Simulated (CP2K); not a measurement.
Consider 2-aminopyridine at its PBE geometry (Å).

```xyz
13

N     2.3062   -0.2324    0.2188
C     0.9302   -0.1542    0.0749
C     0.2419    1.0725    0.2016
C    -1.1429    1.0658    0.1021
C    -1.8139   -0.1462   -0.1094
C    -1.0422   -1.3029   -0.2191
N     0.2994   -1.3257   -0.1394
H     2.7023   -1.1050   -0.1189
H     2.8450    0.5953   -0.0097
H     0.7904    1.9983    0.3784
H    -1.6985    1.9998    0.1924
H    -2.8986   -0.1926   -0.1869
H    -1.5193   -2.2727   -0.3848
```

Method: CP2K XAS_TDP, all-electron GAPW, PBEh(45%), aug-cc-pVDZ, TDA, GW2X-corrected core level, no relativity.

**Question.** Predict the bright core excitations at the C K edge.

Leading lines: C2 288.77 eV, C3 287.15 eV, C4 287.07 eV, C5 287.46 eV and C6 287.46 eV. The leading line of an atom is its first one with 35 % of the strongest within 2.5 eV of its lowest line over the strength cut. Core ionisation energies at this level: C4 292.36, C5 291.58, C6 292.66, C2 293.76 and C3 291.73 eV.

The first six lines of each atom with a strength over 0.0015:

| atom | energy (eV) | states | strength, one atom | above the computed threshold |
| --- | --- | --- | --- | --- |
| C2 (bonded to C and 2 N) | 288.77 | 1 | 0.0639 |  |
|  | 292.74 | 1 | 0.0022 |  |
|  | 293.53 | 1 | 0.0019 |  |
|  | 293.84 | 1 | 0.0015 | yes |
|  | 294.52 | 1 | 0.0044 | yes |
|  | 294.72 | 1 | 0.0016 | yes |
| C3 (bonded to 2 C and H) | 287.15 | 1 | 0.0414 |  |
|  | 288.92 | 1 | 0.0026 |  |
|  | 289.69 | 1 | 0.0109 |  |
|  | 290.88 | 1 | 0.0039 |  |
|  | 291.44 | 1 | 0.0023 |  |
|  | 291.48 | 1 | 0.0025 |  |
| C4 (bonded to 2 C and H) | 287.07 | 1 | 0.0546 |  |
|  | 290.35 | 1 | 0.0111 |  |
|  | 292.06 | 1 | 0.0017 |  |
|  | 292.16 | 1 | 0.0020 |  |
|  | 292.29 | 1 | 0.0028 |  |
|  | 293.12 | 1 | 0.0037 | yes |
| C5 (bonded to 2 C and H) | 287.46 | 1 | 0.0477 |  |
|  | 289.69 | 1 | 0.0098 |  |
|  | 290.60 | 1 | 0.0017 |  |
|  | 291.21 | 1 | 0.0017 |  |
|  | 291.39 | 1 | 0.0020 |  |
|  | 291.45 | 1 | 0.0024 |  |
| C6 (bonded to C, N and H) | 287.46 | 1 | 0.0557 |  |
|  | 290.92 | 1 | 0.0106 |  |
|  | 291.66 | 1 | 0.0020 |  |
|  | 292.56 | 1 | 0.0033 |  |
|  | 292.69 | 1 | 0.0017 | yes |
|  | 293.47 | 1 | 0.0019 | yes |

Lines are vertical, at one geometry, with no vibrational structure. GW2X ionisation energies and lines can be off by 1 to 2 eV either way, and a good line position may hide errors that cancel. These values hold no scalar relativity, about 0.1 eV for C 1s. Rydberg lines, and the discretised continuum above threshold, depend on the basis and the box.

[Banner, clock and machine lines of the logs are left out without a mark of their own.]

[Logs are printed without paths, hosts, clocks, repeated set-up lines and the standing remarks that a program may print on its own settings, such as how far it seeks lower states.]

[Hosts, paths, dates, database ids (printed as entryN), source tags and the programs' standing remarks are cut or masked in the printed files.]
